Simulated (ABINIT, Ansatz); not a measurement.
# A GW run on Na3OBr (Pm-3m) in ABINIT, with inputs changed

Aim: change inputs of a GW run on Na3OBr (Pm-3m) and see what moves.

Calculated with ABINIT 10.8.3; PBEsol and many-body steps on it, plane waves.

Report form: the programs' logs are mostly left out.

## Step 1: The starting structure

Symmetry: Pm-3m, No. 221, cubic system. The conventional cell has a = 4.533 Å, b = 4.533 Å, c = 4.533 Å, α = 90.00°, β = 90.00°, γ = 90.00°. Nearest to Na lie 2 O at 2.27 Å and 4 Br at 3.21 Å and 8 Na at 3.21 Å. Nearest to Br lie 12 Na at 3.21 Å. O has 6 Na at 2.27 Å nearest. Farther neighbours and most contacts between anions are not listed.

The cell and positions are those that the Materials Project relaxed with its own functionals (PBE, PBE+U or r2SCAN), kept fixed.

## Step 2: Screening, 2×2×2 mesh, 81 bands, screening to 114.3 eV

This step: ABINIT 10.8.3; RPA screening on PBEsol, plane waves, norm-conserving pseudopotentials.

The RPA dielectric matrix is built and inverted for each q.

File run.abi:

```
acell 3*1.0 Angstrom
rprim 
  4.533130000000 0.000000000000 0.000000000000
  0.000000000000 4.533130000000 0.000000000000
  0.000000000000 0.000000000000 4.533130000000
ntypat 3
znucl 11 35 8
natom 5
typat 1 1 1 2 3
xred 
  0.000000000000 0.500000000000 0.500000000000
  0.500000000000 0.000000000000 0.500000000000
  0.500000000000 0.500000000000 0.000000000000
  0.000000000000 0.000000000000 0.000000000000
  0.500000000000 0.500000000000 0.500000000000
pp_dirpath "pseudos"
pseudos "Na.upf, Br.upf, O.upf"
ecut 38
ngkpt 2 2 2
nshiftk 1
shiftk 0 0 0
kptopt 1
chksymbreak 0
istwfk *1
occopt 1
irdwfk 1
optdriver 3
nband 81
ecuteps 4.2
inclvkb 2
awtr 1
symchi 1
indata_prefix "in"
outdata_prefix "out"
tmpdata_prefix "tmp"
```

On the command line:

```bash
> OMP_NUM_THREADS=1 mpirun -n 4 abinit run.abi > log
```

The job ended after 9.8 s (4 MPI ranks of Arm Neoverse V1, shared host; peak memory 0.8 GiB; 39 s of CPU time).

This step gave:

```yaml
eps_infinity_with_local_fields_on_this_mesh_along_the_program_s_q_direction: 4.366
the_same_without_local_fields: 4.842
plasma_frequency: 24.33 eV
plane_waves_in_the_screening_matrix: 251
```

Local fields lower ε∞ by 10 %. On a Γ-centred mesh this coarse the value itself is usually too large, while a short band sum pulls it down.

## Step 3: Base

The self-energy is evaluated for the states that the input lists, and the levels follow from it, in one-shot runs by the linearised quasiparticle equation.

This step: G0W0 on PBEsol, plane waves, norm-conserving pseudopotentials.

Changes to run.abi since step 2:

```diff
@@ -26,8 +26,15 @@
 irdwfk 1
-optdriver 3
+optdriver 4
 nband 81
+gwcalctyp 0
+ecutsigx 38
+symsigma 1
+nkptgw 1
+kptgw 
+  0.0000000000 0.0000000000 0.0000000000
+bdgw 
+  18 23
 ecuteps 4.2
-inclvkb 2
-awtr 1
-symchi 1
+irdscr 1
+ppmodel 1
 indata_prefix "in"
```

Run time: 4.9 s. Hardware: 4 MPI ranks; peak memory 0.8 GiB.

This step gave:

```yaml
g0w0_gap_on_the_points_computed: 3.26 eV
starting_gap_on_the_mesh: 1.960 eV
k_of_the_valence_top: 0, 0, 0
k_of_the_conduction_bottom: 0, 0, 0
z_at_the_valence_top: 0.74
z_at_the_conduction_bottom: 0.833
least_direct_g0w0_gap_on_the_computed_points: 3.26 eV
```

The gap on the mesh goes from 1.96 eV to 3.26 eV, a correction of +1.30 eV.

## Step 4: Scissors in G

Changes to run.abi since step 3:

```diff
@@ -39,2 +39,3 @@
 ppmodel 1
+mbpt_sciss 0.5 eV
 indata_prefix "in"
```

It took 4.9 s on 4 MPI ranks; peak memory 0.8 GiB; 19 s of CPU time.

This step gave:

```yaml
g0w0_gap_on_the_points_computed: 3.322 eV
starting_gap_on_the_mesh: 1.960 eV
k_of_the_valence_top: 0, 0, 0
k_of_the_conduction_bottom: 0, 0, 0
z_at_the_valence_top: 0.741
z_at_the_conduction_bottom: 0.833
least_direct_g0w0_gap_on_the_computed_points: 3.322 eV
```

## Step 5: Another k mesh than the file's

Changes to run.abi since step 4:

```diff
@@ -18,3 +18,3 @@
 ecut 38
-ngkpt 2 2 2
+ngkpt 3 3 3
 nshiftk 1
@@ -39,3 +39,2 @@
 ppmodel 1
-mbpt_sciss 0.5 eV
 indata_prefix "in"
```

Wall time 2.3 s (4 MPI ranks); peak memory 0.06 GiB.

The run stopped with an error after 2.3 s.

The program's words: hdr%kptrlatt_orig: [2, 0, 0, 0, 2, 0, 0, 0, 2] dtset%kptrlatt_orig: [3, 0, 0, 0, 3, 0, 0, 0, 3]

The fault put into this input: another k mesh than the file's.

## Step 6: The runs together

Times are wall times on 4 MPI ranks of Arm Neoverse V1, shared host, good to a factor of about two. A run's time includes the screening step that it read.

```
          run   mesh  bands  screening cutoff (eV)  DFT gap (eV)  gap on the mesh (eV)  direct (eV)  ε∞ used  time
         base  2×2×2     81                  114.3         1.960                 3.260        3.260     4.37  15 s
scissors in G  2×2×2     81                  114.3         1.960                 3.322        3.322     4.37  15 s
```

## Step 7: Outcome

```
base          : 3.260 eV
scissors in G : 3.322 eV
known limits  : not at the basis limit; no spin-orbit coupling; coarse k mesh
```

What this shows: Scissors in G: +0.062 eV against base (keys changed: mbpt_sciss). Bands and cutoff are finite, so the gap is not at the basis limit. The miss can reach some tenths of an eV and take either sign; the mesh is an error of its own. In the G0W0 runs levels were corrected at 1 k point alone, so a gap called «on the mesh» is the least over those, and an edge elsewhere would be missed. The 2×2×2 mesh is coarse for this cell, which bears on the long-range parts of exchange and screening. The many-body steps are scalar-relativistic: spin-orbit coupling is not in them.

[Paths, hosts, dates, memory and timing lines, banners, echoed tables and standing remarks are left out of the program output.]

[Logs are printed without paths, hosts, clocks, repeated set-up lines and the standing remarks that a program may print on its own settings, such as how far it seeks lower states.]

[Runs of the session that timed out or met a known fault of the program may be left out.]

[Hosts, paths, dates, database ids (printed as entryN), source tags and the programs' standing remarks are cut or masked in the printed files.]

[G0W0 gaps are taken among the corrected bands and points alone; a level outside them can change the order at an edge.]

[Where Ansatz stands beside ABINIT at settings called matched, ABINIT's density can come from a denser mesh and the files from another edition; pairs whose starting gaps differed by over 0.03 eV were left out, so agreement reads better than it is.]
